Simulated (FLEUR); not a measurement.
# Mn3InC: from one collinear state to anisotropy, part 2 of 2

Wanted: anisotropy for Mn3InC, with the cost of each step.

FLEUR MaX-R8.1; LDA (VWN); all-electron FLAPW, Dirac cores, scalar-relativistic bands.

So far. Step 2 (Reference state): After 38 cycles the largest moment stands at 1.75 μB.

**4. Energy against the direction of the moments, rung 2**

Level of this step: LDA (VWN); all-electron FLAPW, Dirac cores, scalar-relativistic bands with spin-orbit coupling, force theorem (FLEUR).

A second rung shows how far the first can be trusted.

The k list mae (kpts.xml, not shown) is a Γ-centred 9×9×9 mesh.

Input file inp.xml:

```
<?xml version="1.0" encoding="UTF-8" standalone="no"?>
<fleurInput fleurInputVersion="0.39">
   <comment>
      Mn3InC
   </comment>
   <calculationSetup>
      <cutoffs Kmax="4.4" Gmax="13.2" GmaxXC="13.2" numbands="182"/>
      <scfLoop itmax="1" minDistance="0.00002" maxIterBroyd="15" imix="Anderson" alpha="0.05" precondParam="0.0" spinf="2.0" sdNocoIR="T"/>
      <coreElectrons ctail="F" frcor="F" kcrel="0" coretail_lmax="0"/>
      <xcFunctional name="vwn" relativisticCorrections="F"/>
      <magnetism jspins="2" l_noco="F" l_ss="F">
         <qss>0.0 0.0 0.0</qss>
         <mtNocoParams l_mperp="F" l_mtNocoPot="F" l_relaxSQA="F" mag_mixing_scheme="0" mix_RelaxWeightOffD="1.0" l_constrained="F" mix_constr="1.0"/>
         <sourceFreeMag l_sourceFree="F" l_scaleMag="F" mag_scale="1.0"/>
      </magnetism>
      <soc l_soc="T" theta="0.0" phi="0.0" spav="F"/>
      <expertModes spex="0" secvar="F"/>
      <geometryOptimization l_f="F" forcealpha="1.0" forcemix="BFGS" epsdisp="0.00001" epsforce="0.00001"/>
      <ldaU l_linMix="F" mixParam="0.05" spinf="1.0"/>
   </calculationSetup>
   <cell>
      <bzIntegration valenceElectrons="62.0" mode="hist" fermiSmearingEnergy="0.00293995">
         <kPointListSelection listName="mae"/>
         <xi:include xmlns:xi="http://www.w3.org/2001/XInclude" href="kpts.xml"> </xi:include>
      </bzIntegration>
      <xi:include xmlns:xi="http://www.w3.org/2001/XInclude" href="sym.xml"> </xi:include>
      <bulkLattice scale="1.0">
         <bravaisMatrix>
            <row-1>    7.4618954077936586     0.0000000000000000     0.0000000000000000</row-1>
            <row-2>    0.0000000000000000     7.4618954077936586     0.0000000000000000</row-2>
            <row-3>    0.0000000000000000     0.0000000000000000     7.4618954077936586</row-3>
         </bravaisMatrix>
      </bulkLattice>
   </cell>
   <atomSpecies>
      <species name="Manganese 3.502" element="Mn" atomicNumber="25">
         <mtSphere radius="2.32" gridPoints="767" logIncrement="0.016"/>
         <atomicCutoffs lmax="8" lnonsphr="6"/>
         <electronConfig flipSpins="F">
            <coreConfig>(1s1/2) (2s1/2) (2p1/2) (2p3/2)</coreConfig>
            <valenceConfig>(3s1/2) (3p1/2) (3p3/2) (4s1/2) (3d3/2) (3d5/2)</valenceConfig>
            <stateOccupation state="(3d3/2)" spinUp="1.251" spinDown="0.749"/>
            <stateOccupation state="(3d5/2)" spinUp="3.0" spinDown="0.0"/>
         </electronConfig>
         <energyParameters s="4" p="4" d="3" f="4"/>
         <lo type="SCLO" l="0" n="3" eDeriv="0"/>
         <lo type="SCLO" l="1" n="3" eDeriv="0"/>
      </species>
      <species name="Indium (In)" element="In" atomicNumber="49">
         <mtSphere radius="2.8" gridPoints="925" logIncrement="0.014"/>
         <atomicCutoffs lmax="10" lnonsphr="8"/>
         <electronConfig flipSpins="F">
            <coreConfig>(1s1/2) (2s1/2) (2p1/2) (2p3/2) (3s1/2) (3p1/2) (3p3/2) (4s1/2) (3d3/2) (3d5/2) (4p1/2) (4p3/2)</coreConfig>
            <valenceConfig>(5s1/2) (4d3/2) (4d5/2) (5p1/2) (5p3/2)</valenceConfig>
            <stateOccupation state="(5p1/2)" spinUp="0.166667" spinDown="0.166667"/>
            <stateOccupation state="(5p3/2)" spinUp="0.333333" spinDown="0.333333"/>
         </electronConfig>
         <energyParameters s="5" p="5" d="5" f="4"/>
         <lo type="SCLO" l="2" n="4" eDeriv="0"/>
      </species>
      <species name="Carbon (C)" element="C" atomicNumber="6">
         <mtSphere radius="1.31" gridPoints="433" logIncrement="0.023"/>
         <atomicCutoffs lmax="6" lnonsphr="4"/>
         <electronConfig flipSpins="F">
            <coreConfig>(1s1/2)</coreConfig>
            <valenceConfig>(2s1/2) (2p1/2) (2p3/2)</valenceConfig>
            <stateOccupation state="(2p1/2)" spinUp="0.333333" spinDown="0.333333"/>
            <stateOccupation state="(2p3/2)" spinUp="0.666667" spinDown="0.666667"/>
         </electronConfig>
         <energyParameters s="2" p="2" d="3" f="4"/>
      </species>
   </atomSpecies>
   <atomGroups>
      <atomGroup species="Manganese 3.502">
         <relPos label="                   1">1.000/2.000 .0000000000 .0000000000</relPos>
         <force calculate="T" relaxXYZ="TTT"/>
         <nocoParams  alpha="0.0" beta="0.0"/>
      </atomGroup>
      <atomGroup species="Manganese 3.502">
         <relPos label="                   2">.0000000000 .0000000000 1.000/2.000</relPos>
         <force calculate="T" relaxXYZ="TTT"/>
         <nocoParams  alpha="0.0" beta="0.0"/>
      </atomGroup>
      <atomGroup species="Manganese 3.502">
         <relPos label="                   3">.0000000000 1.000/2.000 .0000000000</relPos>
         <force calculate="T" relaxXYZ="TTT"/>
         <nocoParams  alpha="0.0" beta="0.0"/>
      </atomGroup>
      <atomGroup species="Indium (In)">
         <relPos label="                   4">1.000/2.000 1.000/2.000 1.000/2.000</relPos>
         <force calculate="T" relaxXYZ="TTT"/>
         <nocoParams  alpha="0.0" beta="0.0"/>
      </atomGroup>
      <atomGroup species="Carbon (C)">
         <relPos label="                   5">.0000000000 .0000000000 .0000000000</relPos>
         <force calculate="T" relaxXYZ="TTT"/>
         <nocoParams  alpha="0.0" beta="0.0"/>
      </atomGroup>
   </atomGroups>
   <output dos="F" band="F" slice="F">
      <bandDOS minEnergy="-.5*Htr" maxEnergy="0.5*Htr" sigma="0.015" storeEVData="T"/>
      <plotting iplot="0" polar="F">
         <plot TwoD="T" vec1="  1.0  0.0  0.0" vec2="  0.0  1.0  0.0" vec3="  0.0  0.0  1.0" zero="  0.0  0.0  0.0" file="plot"/>
      </plotting>
      <moessbauerParams electricFieldGradient="F" isomerShift="F" coreHyperfine="F" valenceHyperfine="F"/>
   </output>
   <forceTheorem>
      <MAE theta="0.0 0.9553166 1.5707963" phi="0.0 0.7853982 0.7853982"/>
   </forceTheorem>
</fleurInput>
```

Command:

```bash
> OMP_NUM_THREADS=1 mpirun -n 4 fleur_MPI -warn_only > fleur.log
```

Log:

```text
[banner, memory and clock lines left out]
Welcome to FLEUR        (www.flapw.de)
      MaX-Release 8.1          (www.max-centre.eu)
************FLEUR-Warning*****************
Error message: k-point set is not compatible to missing time-reversal symmetry in calculation.
Error occurred in subroutine: gen_bz
Error from PE:0/4
*****************************************

 ========== k-point set info ==========
 Selected k-point list: mae
 k-point list type: mesh
 0 x 0 x 0
 Number of k points: 368

 [... set-up left out ...]
 ********************************************************************
 Run finished successfully
 Stop message:
   Forcetheorem MAE
 ********************************************************************

--- out.xml (force theorem) ---
<Forcetheorem_MAE Angles="3" units="Htr">
            <Angle theta="0.0000000" phi="0.0000000" ev-sum="-31.234762655"/>
            <Angle theta="0.9553166" phi="0.7853982" ev-sum="-31.234762686"/>
            <Angle theta="1.5707963" phi="0.7853982" ev-sum="-31.234762678"/>
         </Forcetheorem_MAE>
```

Run time: 5 min. Hardware: 4 MPI ranks of Intel Xeon Platinum 8488C (Sapphire Rapids), shared host; peak memory 3.3 GiB; 20 min of CPU time.

Anisotropy energies, by row:

```csv
axis,x,y,z,band energy less the first axis' (meV a cell)
[001],0,0,1,0
[111],0.5774,0.5774,0.5774,-8.44e-4
[110],0.7071,0.7071,0,-6.26e-4
```

**5. Another try**

An input with a fault is tried, to see how the program answers.

Input file inp.xml:

```
<?xml version="1.0" encoding="UTF-8" standalone="no"?>
<fleurInput fleurInputVersion="0.39">
   <comment>
      Mn3InC
   </comment>
   <calculationSetup>
      <cutoffs Kmax="4.4" Gmax="13.2" GmaxXC="13.2" numbands="0"/>
      <scfLoop itmax="100" minDistance="0.00002" maxIterBroyd="15" imix="straight" alpha="0.9" precondParam="0.0" spinf="2.0" sdNocoIR="T"/>
      <coreElectrons ctail="T" frcor="F" kcrel="0" coretail_lmax="0"/>
      <xcFunctional name="vwn" relativisticCorrections="F"/>
      <magnetism jspins="2"/>
      <soc l_soc="F" theta="0.0" phi="0.0" spav="F"/>
      <expertModes spex="0" secvar="F"/>
      <geometryOptimization l_f="F" forcealpha="1.0" forcemix="BFGS" epsdisp="0.00001" epsforce="0.00001"/>
      <ldaU l_linMix="F" mixParam="0.05" spinf="1.0"/>
   </calculationSetup>
   <cell>
      <bzIntegration valenceElectrons="62.0" mode="hist" fermiSmearingEnergy="0.00293995">
         <kPointListSelection listName="default-1"/>
         <xi:include xmlns:xi="http://www.w3.org/2001/XInclude" href="kpts.xml"> </xi:include>
      </bzIntegration>
      <xi:include xmlns:xi="http://www.w3.org/2001/XInclude" href="sym.xml"> </xi:include>
      <bulkLattice scale="1.0">
         <bravaisMatrix>
            <row-1>    7.4618954077936586     0.0000000000000000     0.0000000000000000</row-1>
            <row-2>    0.0000000000000000     7.4618954077936586     0.0000000000000000</row-2>
            <row-3>    0.0000000000000000     0.0000000000000000     7.4618954077936586</row-3>
         </bravaisMatrix>
      </bulkLattice>
   </cell>
   <atomSpecies>
      <species name="Manganese 3.502" element="Mn" atomicNumber="25">
         <mtSphere radius="2.32" gridPoints="767" logIncrement="0.016"/>
         <atomicCutoffs lmax="8" lnonsphr="6"/>
         <electronConfig flipSpins="F">
            <coreConfig>(1s1/2) (2s1/2) (2p1/2) (2p3/2)</coreConfig>
            <valenceConfig>(3s1/2) (3p1/2) (3p3/2) (4s1/2) (3d3/2) (3d5/2)</valenceConfig>
            <stateOccupation state="(3d3/2)" spinUp="1.251" spinDown="0.749"/>
            <stateOccupation state="(3d5/2)" spinUp="3.0" spinDown="0.0"/>
         </electronConfig>
         <energyParameters s="4" p="4" d="3" f="4"/>
         <lo type="SCLO" l="0" n="3" eDeriv="0"/>
         <lo type="SCLO" l="1" n="3" eDeriv="0"/>
      </species>
      <species name="Indium (In)" element="In" atomicNumber="49">
         <mtSphere radius="2.8" gridPoints="925" logIncrement="0.014"/>
         <atomicCutoffs lmax="10" lnonsphr="8"/>
         <electronConfig flipSpins="F">
            <coreConfig>(1s1/2) (2s1/2) (2p1/2) (2p3/2) (3s1/2) (3p1/2) (3p3/2) (4s1/2) (3d3/2) (3d5/2) (4p1/2) (4p3/2)</coreConfig>
            <valenceConfig>(5s1/2) (4d3/2) (4d5/2) (5p1/2) (5p3/2)</valenceConfig>
            <stateOccupation state="(5p1/2)" spinUp="0.166667" spinDown="0.166667"/>
            <stateOccupation state="(5p3/2)" spinUp="0.333333" spinDown="0.333333"/>
         </electronConfig>
         <energyParameters s="5" p="5" d="5" f="4"/>
         <lo type="SCLO" l="2" n="4" eDeriv="0"/>
      </species>
      <species name="Carbon (C)" element="C" atomicNumber="6">
         <mtSphere radius="1.31" gridPoints="433" logIncrement="0.023"/>
         <atomicCutoffs lmax="6" lnonsphr="4"/>
         <electronConfig flipSpins="F">
            <coreConfig>(1s1/2)</coreConfig>
            <valenceConfig>(2s1/2) (2p1/2) (2p3/2)</valenceConfig>
            <stateOccupation state="(2p1/2)" spinUp="0.333333" spinDown="0.333333"/>
            <stateOccupation state="(2p3/2)" spinUp="0.666667" spinDown="0.666667"/>
         </electronConfig>
         <energyParameters s="2" p="2" d="3" f="4"/>
      </species>
   </atomSpecies>
   <atomGroups>
      <atomGroup species="Manganese 3.502">
         <relPos label="                   1">1.000/2.000 .0000000000 .0000000000</relPos>
         <relPos label="                   2">.0000000000 .0000000000 1.000/2.000</relPos>
         <relPos label="                   3">.0000000000 1.000/2.000 .0000000000</relPos>
         <force calculate="T" relaxXYZ="TTT"/>
      </atomGroup>
      <atomGroup species="Indium (In)">
         <relPos label="                   4">1.000/2.000 1.000/2.000 1.000/2.000</relPos>
         <force calculate="T" relaxXYZ="TTT"/>
      </atomGroup>
      <atomGroup species="Carbon (C)">
         <relPos label="                   5">.0000000000 .0000000000 .0000000000</relPos>
         <force calculate="T" relaxXYZ="TTT"/>
      </atomGroup>
   </atomGroups>
   <output dos="F" band="F" slice="F">
      <bandDOS minEnergy="-.5*Htr" maxEnergy="0.5*Htr" sigma="0.015" storeEVData="T"/>
      <plotting iplot="0" polar="F">
         <plot TwoD="T" vec1="  1.0  0.0  0.0" vec2="  0.0  1.0  0.0" vec3="  0.0  0.0  1.0" zero="  0.0  0.0  0.0" file="plot"/>
      </plotting>
      <moessbauerParams electricFieldGradient="F" isomerShift="F" coreHyperfine="F" valenceHyperfine="F"/>
   </output>
</fleurInput>
```

Input file crystal.txt:

```
Mn3InC
&input film=F cartesian=F /
3.94866500000  0.00000000000  0.00000000000
0.00000000000  3.94866500000  0.00000000000
0.00000000000  0.00000000000  3.94866500000
1.8897261246
1.0 1.0 1.0

5
25 0.50000000000  0.00000000000  0.00000000000 : 3.502
25 0.00000000000  0.00000000000  0.50000000000 : 3.502
25 0.00000000000  0.50000000000  0.00000000000 : 3.502
49 0.50000000000  0.50000000000  0.50000000000
6 0.00000000000  0.00000000000  0.00000000000

&kpt div1=6 div2=6 div3=6 gamma=T /
```

Command:

```bash
> OMP_NUM_THREADS=1 inpgen -f crystal.txt > inpgen.log  # inp.xml is then edited as shown
> OMP_NUM_THREADS=1 mpirun -n 4 fleur_MPI > fleur.log
```

Log:

```text
[banner, memory and clock lines left out]
Welcome to FLEUR        (www.flapw.de)
      MaX-Release 8.1          (www.max-centre.eu)

 ========== k-point set info ==========
 Selected k-point list: default-1
 k-point list type: mesh
 6 x 6 x 6
 Number of k points: 20

 [... set-up left out ...]
 Iteration:     1   Distance:      20.80451088 me/bohr^3
Nuclear radius smaller than smallest radial mesh point for atom type 3 -- skipping its core isomer shift
 Iteration:     2   Distance:      63.37896913 me/bohr^3
Nuclear radius smaller than smallest radial mesh point for atom type 3 -- skipping its core isomer shift
 Iteration:     3   Distance:     254.43228812 me/bohr^3
**************FLEUR-Error*****************
Error message: differ 2: problems with solving dirac equation
Error occurred in subroutine: differ
Hint: The n=2 l=0 state of an atom with Z=6 seems to be above the reasonable energy range.
Error from PE:2/4
*****************************************

Memory (rank 2): 0.058 GB (peak 0.076 GB)

--- out.xml (last complete iteration) ---
<iteration numberForCurrentRun="    2" overallNumber="    2">
         [... left out ...]
         <bandgap value="0.0321203991" units="eV"/>
         <sumValenceSingleParticleEnergies value="-30.7045863553" units="Htr"/>
         <FermiEnergy value="0.4954094324" units="Htr"/>
         [... left out ...]
         <magneticMomentsInMTSpheres units="muBohr">
            <globalMagMoment atomType="1" vec="0.00000   0.00000   2.75472"/>
            <globalMagMoment atomType="2" vec="0.00000   0.00000  -0.05106"/>
            <globalMagMoment atomType="3" vec="0.00000   0.00000   0.01333"/>
         </magneticMomentsInMTSpheres>
         [... left out ...]
         <totalEnergy value="    -9388.3169872361" units="Htr">
            <sumOfEigenvalues value="    -5564.1312177037">
               <coreElectrons value="-5533.4266313483"/>
               <valenceElectrons value="-30.7045863553"/>
            </sumOfEigenvalues>
         [... left out ...]
            <freeEnergy value="-9388.3216338303"/>
            <extrapolationTo0K value="-9388.3193105332"/>
         </totalEnergy>
         <densityConvergence units="me/bohr^3">
            <chargeDensity spin="1" distance="30.5417744500"/>
            <chargeDensity spin="2" distance="33.8755130137"/>
            <overallChargeDensity distance="63.3789691295"/>
            <spinDensity distance="11.9919560157"/>
         </densityConvergence>
      </iteration>
```

Run time: 9.5 s. Hardware: 4 MPI ranks; peak memory 0.29 GiB.

The run ended with an error.

The program's message: “differ 2: problems with solving dirac equation”

The fault in the input: linear mixing far too strong.

Taking so much of each new density makes the cycles overshoot; a small alpha with Anderson mixing is the cure.

**6. Outcome**

| Quantity | Value |
| --- | --- |
| reference state | ferromagnetic, with opposed induced moments |
| largest sphere moment | 1.75 μB |
| easy direction of those tried | not resolved |
| energy along [111] less [001], force theorem | -8.4e-4 meV a primitive cell |

What this shows: The lowest directions differ by less than these runs resolve; shape anisotropy is not included. The difference for the second direction goes from 3.5e-4 meV (mesh 6×6×6, 182 states, 6.3 min of CPU time) to -8.4e-4 meV (mesh 9×9×9, 182 states, 20 min). The state was typed, and no other order was converged beside it, so it need not be the ground state.

[Logs and program files are shortened in this print: banners, set-up blocks, solver, clock and traceback lines can be left out without a mark of their own.]

[Logs are printed without paths, hosts, clocks, repeated set-up lines and the standing remarks that a program may print on its own settings, such as how far it seeks lower states.]

[Hosts, paths, dates, database ids (printed as entryN), source tags and the programs' standing remarks are cut or masked in the printed files.]

[Where a cell is said to come from a database of computed structures, the database is the Materials Project.]
